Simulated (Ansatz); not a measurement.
# What HfCdS3 (model cell, started as cubic perovskite with Hf in the octahedra) distorts into, part 3 of 3

Aim: this structure of HfCdS3 (model cell, started as cubic perovskite with Hf in the octahedra) is to be tested for unstable modes, and one is followed downhill.

Ansatz 0.2.0; DFT PBEsol, scalar-relativistic, plane waves, PAW; PAW set soft_1.

So far. Step 5 (Energy along the mode, all amplitudes (two of the runs …): The lowest of the steps tried is the last one, at 0.6 Å, 217 meV/atom below the parent; the bottom of the well need not coincide with a step. Step 7 (The new phase in its own primitive cell): The largest force component left is 0.086 meV/Å and the pressure is 0.002 GPa, within the tolerances set. The cell now holds 21.18 Å³/atom. The relaxed cell has a, b, c = 7.118, 9.435, 6.308 Å (conventional setting).

The structure was built from a prototype and need not be the compound's stable phase.

### 8. Modes of the new phase, k-mesh 6×6×6, occupations fixed

A relaxed structure may still be a saddle point, so its zone-centre modes are computed. The response to a homogeneous field gives the Born charges and the dielectric tensor.

input.yaml

```yaml
crystal:
  lattice:
    - [-3.55915765, 4.7174457024, 3.154240831]
    - [3.55915765, -4.7174457024, 3.154240831]
    - [3.55915765, 4.7174457024, -3.154240831]
  atoms:
    - { symbol: Cd, position: [0.8038680481, 0.0538680481, 0.75] }
    - { symbol: Cd, position: [0.1961319519, 0.9461319519, 0.25] }
    - { symbol: Hf, position: [0.5, 0.5, 0.0] }
    - { symbol: Hf, position: [0.0, 0.5, 0.5] }
    - { symbol: S, position: [0.5904363249, 0.3404363249, 0.25] }
    - { symbol: S, position: [0.4095636751, 0.6595636751, 0.75] }
    - { symbol: S, position: [0.8280830239, 0.0, 0.3280830239] }
    - { symbol: S, position: [0.1719169761, 0.0, 0.6719169761] }
    - { symbol: S, position: [0.8280830239, 0.5, 0.8280830239] }
    - { symbol: S, position: [0.1719169761, 0.5, 0.1719169761] }
kpoints:
  mp_grid: { grid: [6, 6, 6] }
hamiltonian:
  xc: pbesol
  pseudopotentials: { kind: paw, azcp: { folder: soft_1 }, xc_functional: pbe }
scf:
  occupations: { method: fixed }
output:
  eigenvalues: true
phonons:
  method: dfpt
  dielectric: true
  rigid_motions: translations
```

Command:

```sh
$ ansatz run input.yaml --threads 4 --pin off --max-ram 16384MiB --backend cpu --events-out ev --progress --plain --runs-dir out
```

Numbers of over 12 decimals in the logs are rounded to 6 here.

The program printed:

```text
[...]
Crystal: 10 atoms, lattice volume = 211.840 Å³
Basis set: ecut = 420 eV, 4123 PW (Γ), exchange–correlation on 96×96×96 points (8 copies of the dense FFT grid, shifted against one another)
Bands: 77, of which v1, the nominal top of the filled ones, is band 64 counted from 1 (63 counted from 0)
Symmetry: 8 space group operations
k-points: 112 of 216 (irreducible under 1 space group operation, time reversal used)
[...]
SCF iter   1: F=—  HF=-52888.436003 eV  |F-HF|=—  |Δ(HF+E_count)|=         —  Δρ=4.85e-2  dr2=1.02e1  ethr=3.10e-3  ⟨swp⟩=4.9  Hψ=28212  notcnv=0  defer=1217
[...]
SCF iter  14: F=-52885.836706 eV  HF=-52885.836706 eV  |F-HF|=0.00e0  |Δ(HF+E_count)|=  2.84e-10  Δρ=7.16e-8  dr2=1.34e-11  ethr=1.00e-12  ⟨swp⟩=15.8  Hψ=63115  notcnv=0
SCF 1 converged in 14 iterations: F = -52885.836706 eV  dr2 = 1.34e-11
[...]
NSCF: frozen V_eff on 5 k-points
DFPT response loops at Γ: preconditioner auto → Resta (q_TF=auto, 2.509 Å⁻¹)  ε∞=8.6 (no band partly filled); β = 1.00, the filter's whole step (`scf.mixing.beta` (0.50) is not read by the response loops at its default; to damp them type it under 1.00, their step now; it binds the ground state too); Broyden in place of MSR1
── the response to a field inside a basis, on 10×10×10 k-points: an SCF that follows is theirs, and a resumed run solves both again ──
Bands: 65, of which v1, the nominal top of the filled ones, is band 64 counted from 1 (63 counted from 0)
k-points: 170 of 1000
[...]
Eigensolver: Dense (170 Hₖ)
SCF iter   1: F=—  HF=-52885.680352 eV  |F-HF|=—  |Δ(HF+E_count)|=         —  Δρ=3.84e-4  dr2=1.00e-4  ethr=1.00e-1
[...]
SCF iter   5: F=-52885.680380 eV  HF=-52885.680380 eV  |F-HF|=3.11e-9  |Δ(HF+E_count)|=   8.43e-9  Δρ=4.90e-6  dr2=6.68e-8  ethr=4.09e-10
SCF 1 converged in 5 iterations: F = -52885.680380 eV  dr2 = 6.68e-8
[...]
WARN: field response: inside a basis, on 10×10×10 points, no mesh in reach settles it: take ε∞, Z* and everything formed from them with what they may err, as stated (eps_inf_uncertainty, zstar_uncertainty_e), and compare with field_mesh: kpoints on a denser kpoints.mp_grid
WARN: field response: ε∞ stands inside a basis, on 10×10×10 points; the force constants stand on the 6×6×6 k-mesh, whose period is 12.86 times the interband length at k = (-0.5000, -0.5000, -0.5000), direct gap 1.486 eV, under 14: take them and everything formed from them as unconverged, and compare with a denser kpoints.mp_grid
SCF converged after 14 iterations
Free energy (F): -52885.836706 eV
[...]
Internal energy: -52885.836706 eV  (E = F + TS)
E sigma→0 (E₀):  -52885.836706 eV
Fermi energy:    9.461994 eV
[...]
--- Band table (eV; the first three rows and the last of 112) ---
  k-point 0: bands = [... 60 lower, 8.9038, 9.0704, 9.3395, 9.4576, 10.2920, 10.8012, 11.3599, 11.3931, ... 9 higher]
  k-point 1: bands = [... 60 lower, 8.5825, 8.9156, 9.1893, 9.2758, 10.6525, 10.9736, 11.4092, 11.7958, ... 9 higher]
  k-point 2: bands = [... 60 lower, 8.1778, 8.6456, 8.9988, 9.0280, 11.0998, 11.2747, 11.6681, 11.9296, ... 9 higher]
  k-point 111: bands = [... 60 lower, 7.5669, 8.2669, 8.5455, 8.7932, 10.2796, 10.2830, 11.7672, 11.8068, ... 9 higher]
--- Phonons (Γ-DFPT): 12 representative perturbations + reference, on 112 of 216 k-points (Σ response iterations 57) ---
  k mesh reduced under 1 symmetry operation, with k and −k counted as one. Each operation leaves every solved perturbation unchanged. A smaller set is not considered because the run solves the response to a homogeneous field
  ASR residual: 1.746e-4 → 0.000e0 eV/Å²; symmetrization residual: 1.620e-5 eV/Å²
  ASR residual per site (eV/Å²): 3.08e-5 3.08e-5 4.95e-5 4.95e-5 1.75e-4 1.75e-4 2.89e-5 2.89e-5 2.89e-5 2.89e-5
  Γ frequencies (cm⁻¹): -44.09 0.00 0.00 0.00 28.82 38.42 57.13 57.61 70.09 102.68 102.92 110.32 123.75 124.00 133.50 138.69 153.98 160.98 167.72 209.53 238.53 249.18 253.83 261.55 289.26 291.02 293.47 317.41 342.53 416.87
  ε∞ (high-frequency dielectric tensor):
       11.382519     0.000000    -0.000000
        0.000000    10.875071     0.000000
       -0.000000     0.000000    10.446914
  softest optical mode at Γ: -44.09 cm⁻¹; the repairs (sum rule, projections) moved no ω² at Γ by more than (2.37 cm⁻¹)²
  Born effective charges Z* (e; rows j = field, columns β = displacement):
    site 0:
         2.86042    0.00000   -0.00000
         0.00000    2.40397    0.00000
         0.00000    0.00000    2.61720
    site 1:
         2.86042    0.00000   -0.00000
         0.00000    2.40397    0.00000
         0.00000    0.00000    2.61720
    site 2:
         7.97131    0.00000    0.00000
         0.00000    7.02279    0.08593
         0.00000    0.73305    6.61430
    site 3:
         7.97131   -0.00000   -0.00000
         0.00000    7.02279   -0.08593
        -0.00000   -0.73305    6.61430
    site 4:
        -0.98403   -0.00000   -0.00000
        -0.00000   -5.29069   -0.00000
         0.00000   -0.00000   -2.68133
    site 5:
        -0.98403   -0.00000   -0.00000
        -0.00000   -5.29069   -0.00000
         0.00000   -0.00000   -2.68133
    site 6:
        -4.92385   -0.00000   -1.81005
        -0.00000   -2.06804   -0.00000
        -1.67238   -0.00000   -3.27508
    site 7:
        -4.92385   -0.00000   -1.81005
        -0.00000   -2.06804   -0.00000
        -1.67238   -0.00000   -3.27508
    site 8:
        -4.92385    0.00000    1.81005
         0.00000   -2.06804   -0.00000
         1.67238   -0.00000   -3.27508
    site 9:
        -4.92385    0.00000    1.81005
         0.00000   -2.06804   -0.00000
         1.67238   -0.00000   -3.27508
  Z* charge neutrality: 6.983e-2 e pre-enforcement
  solved inside a basis spanned on kpoints, on 10×10×10 k-points, which do not settle them: ε∞ is read to err by 7.0e-2, Z* by 2.0e-1 e (field_mesh: kpoints solves on kpoints); Z* is corrected for what the basis lacks
  optical modes at Γ without the LO–TO term, one row a degenerate level:
      ω (cm⁻¹)  modes    IR ((D/Å)²/amu)
        -44.09      1             0.0000
         28.82      1             0.5068
         38.42      1             6.0364
         57.13      1             0.0000
         57.61      1             3.9099
         70.09      1             0.0000
        102.68      1             0.0000
[...]
optical modes at Γ + LO–TO along q̂ = [1.0000, 0.0000, 0.0000]:
      ω (cm⁻¹)  modes    IR ((D/Å)²/amu)
[...]
optical modes at Γ + LO–TO along q̂ = [0.0000, 1.0000, 0.0000]:
      ω (cm⁻¹)  modes    IR ((D/Å)²/amu)
[...]
optical modes at Γ + LO–TO along q̂ = [0.0000, 0.0000, 1.0000]:
      ω (cm⁻¹)  modes    IR ((D/Å)²/amu)
[...]
193.75      1             4.8172
        209.53      1             0.0000
        238.53      1             0.0000
        249.18      1            21.7880
        253.83      1             0.0000
        289.26      1             0.0000
        291.02      1             0.0000
        293.12      1            11.0533
        293.47      1            55.7899
        317.41      1             0.0000
        386.52      1            46.7644
        416.87      1             0.0000
```

The job ended after 19 min (4 threads of Arm Neoverse V2, shared host; peak memory 7.2 GiB).

Numbers from this step:

* sum-rule residual before enforcement: 1.75e-4 eV/Å²
* miss of the charge sum rule: 0.06983 e
* estimated error of the dielectric tensor: 0.06999
* estimated error of the Born charges: 0.2014 e
* point group: mmm
* highest optical mode at the zone centre (no LO-TO term): 416.9 cm⁻¹
* lowest optical zone-centre mode: -44.09 cm⁻¹
* mean high-frequency dielectric constant: 10.90
* largest Born charge (third of the trace): 7.203 e
* top of the zone-centre spectrum with the field: 416.9 cm⁻¹

Patterns of degenerate modes are one choice out of their space. The modes at Γ (shares of kinetic energy by element, %) (negative means imaginary):

```tsv
mode	frequency (cm⁻¹)	symmetry	Cd %	Hf %	S %
1	-44.1	B1g	0	0	100
2	0.0	acoustic	29	46	25
3	0.0	acoustic	29	46	25
4	0.0	acoustic	29	46	25
5	28.8	B3u	53	30	17
6	38.4	B2u	25	64	11
7	57.1	B3g	97	0	3
8	57.6	B1u	29	57	14
9	70.1	B2g	99	0	1
10	102.7	Ag	92	0	8
11	102.9	B3u	2	17	81
12	110.3	B2u	40	2	58
13	123.8	Au	0	10	90
14	124.0	B2g	0	0	100
15	133.5	B1u	4	86	10
16	138.7	B3u	16	0	84
17	154.0	Au	0	90	10
18	161.0	B2u	6	86	9
19	167.7	B1u	30	3	67
20	209.5	B3g	3	0	97
21	238.5	B2g	1	0	99
22	249.2	B2u	0	3	97
23	253.8	Ag	0	0	100
24	261.6	B1u	6	3	90
25	289.3	Ag	8	0	92
26	291.0	B3g	0	0	100
27	293.5	B3u	0	6	94
28	317.4	B1g	0	0	100
29	342.5	B1u	1	5	94
30	416.9	B3g	0	0	100
```

Displacements in mode 1 (-44.1 cm⁻¹), the largest set to 1:
```
Cd1  0.00  0.00  0.00
Cd2  0.00  0.00  0.00
Hf3  0.00  0.00  0.00
Hf4  0.00  0.00  0.00
S5   0.00  0.00  0.00
S6   0.00  0.00  0.00
S7   0.99  0.00 -1.00
S8  -0.99  0.00  1.00
S9   0.99  0.00  1.00
S10 -0.99  0.00 -1.00
```

Displacements in mode 9 (70.1 cm⁻¹), the largest set to 1:
```
Cd1 -1.00  0.00  0.00
Cd2  1.00  0.00  0.00
Hf3  0.00  0.00  0.00
Hf4  0.00  0.00  0.00
S5  -0.03  0.00  0.00
S6   0.03  0.00  0.00
S7   0.00 -0.15  0.00
S8   0.00  0.15  0.00
S9   0.00  0.15  0.00
S10  0.00 -0.15  0.00
```

High-frequency dielectric tensor, which the program warns is not settled by the k meshes in reach. Tensor:

```tsv
	x	y	z
x	11.38	0	0
y	0	10.88	0
z	0	0	10.45
```

Optical modes at the zone centre, without and with the macroscopic field of the longitudinal modes; each column is sorted by frequency, so a row need not hold one and the same mode. Modes with and without the field, by row:

```tsv
rank among optical modes	no field (cm⁻¹)	q along (1, 0, 0) (cm⁻¹)	q along (0, 1, 0) (cm⁻¹)	q along (0, 0, 1) (cm⁻¹)
1	-44.1	-44.1	-44.1	-44.1
2	28.8	30.4	28.8	28.8
3	38.4	38.4	51.5	38.4
4	57.1	57.1	57.1	57.1
5	57.6	57.6	57.6	70.1
6	70.1	70.1	70.1	70.2
7	102.7	102.7	102.7	102.7
8	102.9	110.3	102.9	102.9
9	110.3	120.5	123.8	110.3
10	123.8	123.8	124	123.8
11	124	124	133.5	124
12	133.5	133.5	138.7	135.8
13	138.7	154	147.9	138.7
14	154	161	154	154
15	161	167.7	167.7	161
16	167.7	188	196.3	193.8
17	209.5	209.5	209.5	209.5
18	238.5	238.5	238.5	238.5
19	249.2	249.2	253.8	249.2
20	253.8	253.8	261.6	253.8
21	261.6	261.6	289.3	289.3
22	289.3	289.3	291	291
23	291	291	293.5	293.1
24	293.5	317.4	317.4	293.5
25	317.4	342.5	318.3	317.4
26	342.5	393.4	342.5	386.5
27	416.9	416.9	416.9	416.9
```

Born charge (rows field, columns displacement) (e), principal values of the symmetric part by kind of site:

```tsv
atom	atoms with these values	low	middle	high	mean
Cd1	2	2.40	2.62	2.86	2.63
Hf3	2	6.36	7.28	7.97	7.20
S5	2	-5.29	-2.68	-0.98	-2.99
S7	4	-6.03	-2.17	-2.07	-3.42
```

In full for S5:

```
-0.98  0.00  0.00
 0.00 -5.29  0.00
 0.00  0.00 -2.68
```

Transverse modes; imaginary modes are left out. Infrared lines, with heights relative to the strongest:

```tsv
position (cm⁻¹)	lines merged	relative intensity
29	1	0.9
38	1	11
57	1	0.0
58	1	7.0
70	1	0.0
103	2	43
110	1	57
124	2	0.0
134	1	3.5
139	1	36
154	1	0.0
161	1	14
168	1	30
210	1	0.0
238	1	0.0
249	1	39
254	1	0.0
262	1	40
289	1	0.0
291	1	0.0
294	1	100
317	1	0.0
342	1	34
417	1	0.0
```

Before it was imposed, the acoustic sum rule was missed by 1.7e-4 eV/Å² and the charge sum rule by 0.070 e. The charge miss is large and points to the mesh or the basis. The lowest optical mode is imaginary, 44.1i cm⁻¹, so the energy falls along it.

The log warns of the k mesh: “the force constants stand on the 6×6×6 k-mesh, whose period is 12.86 times the interband length at k = (-0.5000, -0.5000, -0.5000), direct gap 1.486 eV, under 14: take them and everything formed from them as unconverged”.

### 9. The phases reached

The phases reached along the modes that were followed are set side by side.

Energies are those of the first relaxation, on the mesh of the frozen mode; space group, volume and gap are those of the last relaxation. Phases, by row:

```tsv
mode frozen in	space group	energy from parent (meV/atom)	volume (Å³/atom)	gap on mesh (eV)	lowest zone-centre optical mode (cm⁻¹)	largest shift (Å)
parent	Pm-3m	0	23.3	0	–	–
q = (0, -0.5, -0.5), 192i cm⁻¹	P4/mbm	-294	21.67	0	-116.2	0.846
q = (-0.5, -0.5, -0.5), 189i cm⁻¹	I4/mcm	-287.8	21.7	0.04	-164.2	0.851
q = (-0.5, -0.5, -0.5), 189i cm⁻¹	R-3c	-482.4	21.52	1.076	-46	0.819
q = (-0.5, -0.5, -0.5), 189i cm⁻¹	Imma	-468.6	21.18	0.818	-44.1	1.007
```

### 10. Outcome

| Item | Value |
| --- | --- |
| unstable mode of the parent | q = (-0.5, -0.5, -0.5), 189i cm⁻¹ |
| depth at the lowest point sampled | 217 meV/atom |
| largest atomic shift at that point | 0.6 Å |
| space group reached (within 0.01 Å) | Imma |
| energy gained over the parent (first relaxation, on the mesh of the frozen mode) | 469 meV/atom |
| volume per atom, phase reached | 21.2 Å³ |
| gap on the k-mesh, phase reached | 0.818 eV |
| lowest optical zone-centre mode, phase reached | -44.1 cm⁻¹ |
| highest optical mode at the zone centre (no LO-TO term), phase reached | 417 cm⁻¹ |

Along this mode the structure falls into Imma, 469 meV/atom below the parent. At the parent's cell the well is 217.0 meV/atom deep on the steps tried, with its lowest point at a shift of 0.6 Å. That is the last step tried, so the steps alone don't bracket the bottom of the well. Relaxing atoms and cell changes the gain by +251.66 meV/atom against the lowest step (energies at zero smearing). The new phase still has an imaginary mode at the zone centre of its cell, so it is a saddle point on the way to a lower structure. Of the 4 patterns followed to their end from this parent, this one ends 13.7 meV/atom above the lowest, R-3c. Each path keeps the symmetry of its pattern, so a lower phase may lie along a pattern not tried. With the field response the log warns that the k mesh is coarse for the force constants too, so the frequencies may not be converged. With no gap, or one that is small against the smearing, the frequencies hang on the k mesh and the smearing, most of all near Kohn anomalies. In at least one run the field response is not settled by the k meshes in reach, so its dielectric tensor, Born charges and longitudinal modes are rough. Spin-orbit coupling is left out, which can matter for the heavy elements here. The PAW files were made for PBE and serve the other functionals too. The starting cell was built on a prototype and not taken from a measurement, so the phase need not exist.

[Logs are printed without paths, hosts, clocks, repeated set-up lines and the standing remarks that a program may print on its own settings, such as how far it seeks lower states.]

[Hosts, paths, dates, database ids (printed as entryN), source tags and the programs' standing remarks are cut or masked in the printed files.]
